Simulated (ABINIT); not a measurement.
# GaP (F-43m): G0W0 in ABINIT against the exchange cutoff

Wanted: the cheapest exchange cutoff that holds the gap of GaP (F-43m).

Calculated with ABINIT 10.8.3; PBE and many-body steps on it, plane waves.

## Step 1: Set-up

It takes space group F-43m (No. 216, cubic). The conventional cell has a = 5.450 Å, b = 5.450 Å, c = 5.450 Å, α = 90.00°, β = 90.00°, γ = 90.00°. Nearest to Ga lie 4 P at 2.36 Å. Nearest to P lie 4 Ga at 2.36 Å. Farther neighbours are not listed.

Coordinates:

```cif
data_structure
_symmetry_space_group_name_H-M 'P 1'
_symmetry_Int_Tables_number 1
_cell_length_a 3.8541
_cell_length_b 3.8541
_cell_length_c 3.8541
_cell_angle_alpha 60.000
_cell_angle_beta 60.000
_cell_angle_gamma 60.000
_cell_volume 40.48
loop_
_atom_site_label
_atom_site_type_symbol
_atom_site_fract_x
_atom_site_fract_y
_atom_site_fract_z
_atom_site_occupancy
Ga1 Ga 0.00000 0.00000 0.00000 1
P2 P 0.25000 0.25000 0.25000 1
```

The cell and positions come from the Crystallography Open Database and are kept as given unless a step says otherwise.

## Step 2: Screening, 4×4×4 mesh, 32 bands, screening to 106.1 eV

This step: ABINIT 10.8.3; RPA screening on PBE, plane waves, norm-conserving pseudopotentials.

The RPA dielectric matrix is built and inverted for each q.

run.abi reads:

```
acell 3*1.0 Angstrom
rprim 
  0.000000000000 2.725250000000 2.725250000000
  2.725250000000 0.000000000000 2.725250000000
  2.725250000000 2.725250000000 0.000000000000
ntypat 2
znucl 31 15
natom 2
typat 1 2
xred 
  0.000000000000 0.000000000000 0.000000000000
  0.250000000000 0.250000000000 0.250000000000
pp_dirpath "pseudos"
pseudos "Ga.upf, P.upf"
ecut 36
ngkpt 4 4 4
nshiftk 1
shiftk 0 0 0
kptopt 1
chksymbreak 0
istwfk *1
occopt 1
irdwfk 1
optdriver 3
nband 32
ecuteps 3.9
inclvkb 2
awtr 1
symchi 1
indata_prefix "in"
outdata_prefix "out"
tmpdata_prefix "tmp"
```

On the command line:

```console
$ OMP_NUM_THREADS=1 mpirun -n 4 abinit run.abi > log
```

The program printed:

```text
.Version 10.8.3 of ABINIT. v10.8.2 released Aug 2026.

 Symmetries : space group F-4 3 m (#216); Bravais cF (face-center cubic)
[... echo of the input left out ...]
== DATASET  1 ==================================================================
-   mpi_nproc: 4, omp_nthreads: 1 (-1 if OMP is not activated)

--- !DatasetInfo
iteration_state: {dtset: 1, }
dimensions: {natom: 2, nkpt: 8, mband: 32, nsppol: 1, nspinor: 1, nspden: 1, mpw: 2832, }
cutoff_energies: {ecut:  36.0, pawecutdg:  -1.0, }
electrons: {nelect:   1.80000000E+01, charge:   0.00000000E+00, occopt:   1.00000000E+00, tsmear:   1.00000000E-02, }

 SCREENING: Calculation of the susceptibility and dielectric matrices

 Based on a program developped by R.W. Godby, V. Olevano, G. Onida, and L. Reining.
 Incorporated in ABINIT by V. Olevano, G.-M. Rignanese, and M. Torrent.
.Using double precision arithmetic ; gwpc =  8

[... cell and pseudopotentials left out ...]
--------------------------------------------------------------------------------

 ==== K-mesh for the wavefunctions ====
 Number of points in the irreducible wedge :     8
[... list of points left out ...]
 Together with 24 symmetry operations and time-reversal symmetry
 yields    64 points in the full Brillouin Zone.

 ==== Q-mesh for the screening function ====
 Number of points in the irreducible wedge :     8
[... list of points left out ...]
 Together with 24 symmetry operations and time-reversal symmetry
 yields    64 points in the full Brillouin Zone.

 setmesh: FFT mesh size selected  =    25x   25x   25
          total number of points  =        15625

 vcoul_init : cutoff-mode = AUXILIARY_FUNCTION
 q-points for optical limit:   1
     1)      0.000010    0.000020    0.000030

- screening: taking advantage of time-reversal symmetry
- Maximum band index for partially occupied states nbvw = 9
- Remaining bands to be divided among processors   nbcw = 23
- Number of bands treated by each node ~5

 Number of electrons calculated from density =   18.0000; Expected =   18.0000
 average of density, n =  0.065891
 r_s =    1.5359
 omega_plasma =   24.7610 [eV]

 calculating chi0 at frequencies [eV] :
  1    0.000000E+00    0.000000E+00
  2    0.000000E+00    2.476105E+01

--------------------------------------------------------------------------------
  q-point number  1        q = ( 0.000000, 0.000000, 0.000000) [r.l.u.]
--------------------------------------------------------------------------------
[... chi0 elements left out ...]
 For q-point:  0.000010 0.000020 0.000030
  dielectric constant =  17.9534
  dielectric constant without local fields =  19.5734

  Average fulfillment of the sum rule on Im[epsilon] for q-point    1 :     32.41  [%]
[... wings left out ...]
  q-point number  2        q = ( 0.250000, 0.000000, 0.000000) [r.l.u.]
--------------------------------------------------------------------------------
[... chi0 elements left out ...]
  Average fulfillment of the sum rule on Im[epsilon] for q-point    2 :     46.65  [%]

 [... 6 further q-points ...]
```

Run time: 5.1 s. Hardware: 4 MPI ranks of Arm Neoverse V1, shared host; peak memory 0.42 GiB; 20 s of CPU time.

Numbers from this step:

```
ε∞ with local fields, on this mesh, along the program's q direction : 17.95
the same without local fields                                       : 19.57
plasma frequency                                                    : 24.76 eV
plane waves in the screening matrix                                 : 113
```

Local fields lower ε∞ by 8 %. On a Γ-centred mesh this coarse the value itself is usually too large, while a short band sum pulls it down.

## Step 3: 3.6 Ha

This step: G0W0 on PBE, plane waves, norm-conserving pseudopotentials.

run.abi, as its differences from that of step 2:

```diff
@@ -23,8 +23,17 @@
 irdwfk 1
-optdriver 3
+optdriver 4
 nband 32
+gwcalctyp 0
+ecutsigx 3.6
+symsigma 1
+nkptgw 2
+kptgw 
+  0.0000000000 0.0000000000 0.0000000000
+  0.5000000000 0.5000000000 0.0000000000
+bdgw 
+  7 13
+  8 11
 ecuteps 3.9
-inclvkb 2
-awtr 1
-symchi 1
+irdscr 1
+ppmodel 1
 indata_prefix "in"
```

The program printed:

```text
.Version 10.8.3 of ABINIT. v10.8.2 released Aug 2026.

 Symmetries : space group F-4 3 m (#216); Bravais cF (face-center cubic)
[... echo of the input left out ...]
== DATASET  1 ==================================================================
-   mpi_nproc: 4, omp_nthreads: 1 (-1 if OMP is not activated)

--- !DatasetInfo
iteration_state: {dtset: 1, }
dimensions: {natom: 2, nkpt: 8, mband: 32, nsppol: 1, nspinor: 1, nspden: 1, mpw: 2832, }
cutoff_energies: {ecut:  36.0, pawecutdg:  -1.0, }
electrons: {nelect:   1.80000000E+01, charge:   0.00000000E+00, occopt:   1.00000000E+00, tsmear:   1.00000000E-02, }

 SIGMA: Calculation of the GW corrections

 Based on a program developped by R.W. Godby, V. Olevano, G. Onida, and L. Reining.
 Incorporated in ABINIT by V. Olevano, G.-M. Rignanese, and M. Torrent.
.Using double precision arithmetic ; gwpc =  8

[... cell and pseudopotentials left out ...]
--------------------------------------------------------------------------------

 ==== K-mesh for the wavefunctions ====
 Number of points in the irreducible wedge :     8
[... list of points left out ...]
 Together with 24 symmetry operations and time-reversal symmetry
 yields    64 points in the full Brillouin Zone.

 ==== Q-mesh for screening function ====
 Number of points in the irreducible wedge :     8
[... list of points left out ...]
 Together with 24 symmetry operations and time-reversal symmetry
 yields    64 points in the full Brillouin Zone.

 vcoul_init : cutoff-mode = AUXILIARY_FUNCTION
 q-points for optical limit:   1
     1)      0.000010    0.000020    0.000030
 setmesh: FFT mesh size selected  =    25x   25x   25
          total number of points  =        15625

 Number of electrons calculated from density =   18.0000; Expected =   18.0000
 average of density, n =  0.065891
 r_s =    1.5359
 omega_plasma =   24.7610 [eV]

 === KS Band Gaps ===
  >>>> For spin  1
   Minimum direct gap =   1.8169 [eV], located at k-point      :   0.0000  0.0000  0.0000
   Fundamental gap    =   1.6526 [eV], Top of valence bands at :   0.0000  0.0000  0.0000
                                       Bottom of conduction at :   0.5000  0.5000  0.0000
 SIGMA fundamental parameters:
 PLASMON POLE MODEL  1
 number of plane-waves for SigmaX                   89
 number of plane-waves for SigmaC and W             89
 number of plane-waves for wavefunctions          2741
 number of bands                                    32
 number of independent spin polarizations            1
 number of spinorial components                      1
 number of k-points in IBZ                           8
 number of q-points in IBZ                           8
 number of symmetry operations                      24
 number of k-points in BZ                           64
 number of q-points in BZ                           64
 number of frequencies for dSigma/dE                 9
 frequency step for dSigma/dE [eV]                0.25
 number of omega for Sigma on real axis              0
 max omega for Sigma on real axis  [eV]           0.00
 zcut for avoiding poles [eV]                     0.10

 EPSILON^-1 parameters (SCR file):
 dimension of the eps^-1 matrix on file            113
 dimension of the eps^-1 matrix used                89
 number of plane-waves for wavefunctions          2741
 number of bands                                    32
 number of q-points in IBZ                           8
 number of frequencies                               2
 number of real frequencies                          1
 number of imag frequencies                          1

 matrix elements of self-energy operator (all in [eV])

 Perturbative Calculation

--- !SelfEnergy_ee
iteration_state: {dtset: 1, }
kpoint     : [   0.000,    0.000,    0.000, ]
spin       : 1
KS_gap     :    1.817
QP_gap     :    2.629
Delta_QP_KS:    0.812
data: !SigmaeeData |
     Band     E0 <VxcDFT>   SigX SigC(E0)      Z dSigC/dE  Sig(E)    E-E0       E
        7   4.357 -12.838 -14.271   1.862   0.783  -0.277 -12.503   0.336   4.693
        8   4.357 -12.838 -14.271   1.862   0.783  -0.277 -12.503   0.336   4.693
        9   4.357 -12.838 -14.271   1.862   0.783  -0.277 -12.503   0.336   4.693
       10   6.174 -12.306  -7.225  -3.628   0.790  -0.265 -11.158   1.148   7.322
       11   8.244 -10.862  -6.425  -3.538   0.796  -0.257 -10.146   0.716   8.960
       12   8.244 -10.862  -6.425  -3.538   0.796  -0.257 -10.146   0.716   8.960
       13   8.244 -10.862  -6.425  -3.538   0.796  -0.257 -10.146   0.716   8.960

--- !SelfEnergy_ee
iteration_state: {dtset: 1, }
kpoint     : [   0.500,    0.500,    0.000, ]
spin       : 1
KS_gap     :    4.335
QP_gap     :    5.170
Delta_QP_KS:    0.835
data: !SigmaeeData |
     Band     E0 <VxcDFT>   SigX SigC(E0)      Z dSigC/dE  Sig(E)    E-E0       E
        8   1.674 -11.507 -14.465   2.662   0.770  -0.298 -11.735  -0.228   1.446
        9   1.674 -11.507 -14.465   2.662   0.770  -0.298 -11.735  -0.228   1.446
       10   6.010  -9.355  -5.198  -3.406   0.808  -0.238  -8.748   0.607   6.616
       11   6.179 -10.511  -5.855  -3.450   0.802  -0.246  -9.543   0.968   7.147

== END DATASET(S) ==============================================================
================================================================================

 -outvars: echo values of variables after computation  --------
           etotal      0.0000000000E+00
            nband          32
             nkpt           8
          spgroup         216
 [... the other variables as echoed above ...]

 Calculation completed.
```

Wall time 3 s (4 MPI ranks); peak memory 0.11 GiB; 12 s of CPU time.

This step gave:

- G0W0 gap on the points computed: 1.923 eV
- starting gap on the mesh: 1.653 eV
- k of the valence top: 0, 0, 0
- k of the conduction bottom: 0.5, 0.5, 0
- Z at the valence top: 0.783
- Z at the conduction bottom: 0.808
- least direct G0W0 gap on the computed points: 2.629 eV

## Step 4: 7.2 Ha

run.abi, as its differences from that of step 3:

```diff
@@ -26,3 +26,3 @@
 gwcalctyp 0
-ecutsigx 3.6
+ecutsigx 7.2
 symsigma 1
```

The program printed:

```text
.Version 10.8.3 of ABINIT. v10.8.2 released Aug 2026.

 Symmetries : space group F-4 3 m (#216); Bravais cF (face-center cubic)
[... echo of the input left out ...]
== DATASET  1 ==================================================================
-   mpi_nproc: 4, omp_nthreads: 1 (-1 if OMP is not activated)

--- !DatasetInfo
iteration_state: {dtset: 1, }
dimensions: {natom: 2, nkpt: 8, mband: 32, nsppol: 1, nspinor: 1, nspden: 1, mpw: 2832, }
cutoff_energies: {ecut:  36.0, pawecutdg:  -1.0, }
electrons: {nelect:   1.80000000E+01, charge:   0.00000000E+00, occopt:   1.00000000E+00, tsmear:   1.00000000E-02, }

 SIGMA: Calculation of the GW corrections

 Based on a program developped by R.W. Godby, V. Olevano, G. Onida, and L. Reining.
 Incorporated in ABINIT by V. Olevano, G.-M. Rignanese, and M. Torrent.
.Using double precision arithmetic ; gwpc =  8

[... cell and pseudopotentials left out ...]
--------------------------------------------------------------------------------

 ==== K-mesh for the wavefunctions ====
 Number of points in the irreducible wedge :     8
[... list of points left out ...]
 Together with 24 symmetry operations and time-reversal symmetry
 yields    64 points in the full Brillouin Zone.

 ==== Q-mesh for screening function ====
 Number of points in the irreducible wedge :     8
[... list of points left out ...]
 Together with 24 symmetry operations and time-reversal symmetry
 yields    64 points in the full Brillouin Zone.

 vcoul_init : cutoff-mode = AUXILIARY_FUNCTION
 q-points for optical limit:   1
     1)      0.000010    0.000020    0.000030
 setmesh: FFT mesh size selected  =    30x   30x   30
          total number of points  =        27000

 Number of electrons calculated from density =   18.0000; Expected =   18.0000
[...]
number of omega for Sigma on real axis              0
 max omega for Sigma on real axis  [eV]           0.00
 zcut for avoiding poles [eV]                     0.10

 EPSILON^-1 parameters (SCR file):
 dimension of the eps^-1 matrix on file            113
 dimension of the eps^-1 matrix used               113
 number of plane-waves for wavefunctions          2741
 number of bands                                    32
 number of q-points in IBZ                           8
 number of frequencies                               2
 number of real frequencies                          1
 number of imag frequencies                          1

 matrix elements of self-energy operator (all in [eV])

 Perturbative Calculation

--- !SelfEnergy_ee
iteration_state: {dtset: 1, }
kpoint     : [   0.000,    0.000,    0.000, ]
spin       : 1
KS_gap     :    1.817
QP_gap     :    2.350
Delta_QP_KS:    0.533
data: !SigmaeeData |
     Band     E0 <VxcDFT>   SigX SigC(E0)      Z dSigC/dE  Sig(E)    E-E0       E
        7   4.357 -12.838 -14.475   1.849   0.782  -0.278 -12.672   0.166   4.523
        8   4.357 -12.838 -14.475   1.849   0.782  -0.278 -12.672   0.166   4.523
        9   4.357 -12.838 -14.475   1.849   0.782  -0.278 -12.672   0.166   4.523
[...]
--- !SelfEnergy_ee
iteration_state: {dtset: 1, }
kpoint     : [   0.500,    0.500,    0.000, ]
spin       : 1
KS_gap     :    4.335
QP_gap     :    5.165
Delta_QP_KS:    0.829
data: !SigmaeeData |
     Band     E0 <VxcDFT>   SigX SigC(E0)      Z dSigC/dE  Sig(E)    E-E0       E
[...]
10   6.010  -9.355  -5.353  -3.403   0.808  -0.238  -8.872   0.483   6.493
       11   6.179 -10.511  -6.215  -3.449   0.802  -0.247  -9.832   0.679   6.858

== END DATASET(S) ==============================================================
================================================================================

 -outvars: echo values of variables after computation  --------
           etotal      0.0000000000E+00
            nband          32
             nkpt           8
          spgroup         216
 [... the other variables as echoed above ...]

 Calculation completed.
```

The job ended after 3.2 s (4 MPI ranks; peak memory 0.38 GiB; 13 s of CPU time).

This step gave:

```yaml
g0w0_gap_on_the_points_computed: 1.970 eV
starting_gap_on_the_mesh: 1.653 eV
k_of_the_valence_top: 0, 0, 0
k_of_the_conduction_bottom: 0.5, 0.5, 0
z_at_the_valence_top: 0.782
z_at_the_conduction_bottom: 0.808
least_direct_g0w0_gap_on_the_computed_points: 2.350 eV
```

(Continued in part 2 of 2.)

[Paths, hosts, dates, memory and timing lines, banners, echoed tables and standing remarks are left out of the program output.]

[Logs are printed without paths, hosts, clocks, repeated set-up lines and the standing remarks that a program may print on its own settings, such as how far it seeks lower states.]

[Runs of the session that timed out or met a known fault of the program may be left out.]

[No measured gap is set beside runs whose start may be inverted or whose files or cutoffs have a known fault.]

[Hosts, paths, dates, database ids (printed as entryN), source tags and the programs' standing remarks are cut or masked in the printed files.]

[G0W0 gaps are taken among the corrected bands and points alone; a level outside them can change the order at an edge.]

[Where Ansatz stands beside ABINIT at settings called matched, ABINIT's density can come from a denser mesh and the files from another edition; pairs whose starting gaps differed by over 0.03 eV were left out, so agreement reads better than it is.]
